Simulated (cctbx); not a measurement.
**Accept or mend?**

Cell a = 4.6750 Å, b = 4.6750 Å, c = 11.3660 Å, α = 90.00°, β = 90.00°, γ = 90.00°; space group I4/mmm (no. 139).

The data are simulated with cctbx, not measured: Mo Kα, λ = 0.71073 Å, to d = 0.77 Å, 95 % of the full sphere, strongest reflection 40000 counts, noise from counting, a 6 % proportional error and a noise floor of 8 counts (s.d.); no absorption, and some extinction, which the refinements don't model.

An anisotropic refinement with weights 1/σ² prints:

```text
Rint 0.043, 108 unique reflections to 0.77 A
cycle     R1     wR2    GooF  max shift (A)
   1  0.5963  0.8960  40.292   0.00916
   2  0.4670  0.7322  32.927   0.00001
final R1 0.4685 wR2 0.7322 GooF 32.925  parameters 5  data/parameter 21.6
atom        x        y        z      Ueq    occ   su(xyz)  su(Uiso or U11)
Pb1    0.50000  0.50000  0.11573  -0.0243  1.000  0.00067  0.0067  NPD
Sr1    0.00000  0.00000  0.00000  -0.0061  1.000  0.00000  0.0169  NPD
difference map: max 463.80 min -41.39 rms 27.32
Q1    0.0000  0.0000  0.3880    4  469.60  0.04 A from Pb1
Q2    0.0000  0.5000  0.2500    4  314.94  2.79 A from Pb1
Q3    0.0000  0.0000  0.0000    2  210.38  0.00 A from Sr1
Q4    0.0000  0.5000  0.0000    4   29.17  2.34 A from Sr1
Q5    0.0000  0.5000  0.1541    8   28.72  2.38 A from Pb1
Q6    0.0000  0.0000  0.1151    4   23.84  1.31 A from Sr1
```

**Question.** Can this result stand? If not, what is the likely fault?

Mend it. The fault: an atom left out, Cu at (1/2, 0, 1/4). Against the right model at the same level, R1 goes from 0.0089 to 0.4685 and GooF from 0.89 to 32.92, U of Pb1 shrinks from 0.0023 to -0.0243 Å², the top difference peak, 469.6 e/Å³, lies on Pb1 and Pb1 and Sr1 go non-positive-definite. Q2 is the missing atom. With scattering power missing, scale and phases suffer, so peaks may also grow on the heavy atoms.

The compound is SrCu2Pb2. The right model at the same level gives:

```text
Rint 0.043, 108 unique reflections to 0.77 A
cycle     R1     wR2    GooF  max shift (A)
   1  0.0124  0.0291   1.319   0.00003
   2  0.0089  0.0196   0.888   0.00000
final R1 0.0089 wR2 0.0196 GooF 0.888  parameters 7  data/parameter 15.4
atom        x        y        z      Ueq    occ   su(xyz)  su(Uiso or U11)
Pb1    0.50000  0.50000  0.11492   0.0023  1.000  0.00001  0.0001
Sr1    0.00000  0.00000  0.00000   0.0032  1.000  0.00000  0.0002
Cu1    0.50000  0.00000  0.25000   0.0048  1.000  0.00000  0.0002
difference map: max 0.60 min -0.80 rms 0.20
Q1    0.2278  0.2278  0.0000    8    0.60  1.51 A from Sr1
Q2    0.1306  0.3159  0.1940   32    0.58  1.23 A from Cu1
Q3    0.0000  0.2059  0.5000    8    0.51  1.62 A from Pb1
Q4    0.0000  0.5000  0.0806    8    0.48  1.92 A from Cu1
Q5    0.0000  0.2093  0.2898   16    0.48  1.43 A from Cu1
Q6    0.0000  0.0000  0.4454    4    0.45  0.69 A from Pb1
```

The model was made for the exercise: a known structure type with other elements put in, its volume estimated, not relaxed; displacement parameters are assumed.

[Middle refinement cycles are left out of these outputs.]

[Logs are printed without paths, hosts, clocks, repeated set-up lines and the standing remarks that a program may print on its own settings, such as how far it seeks lower states.]
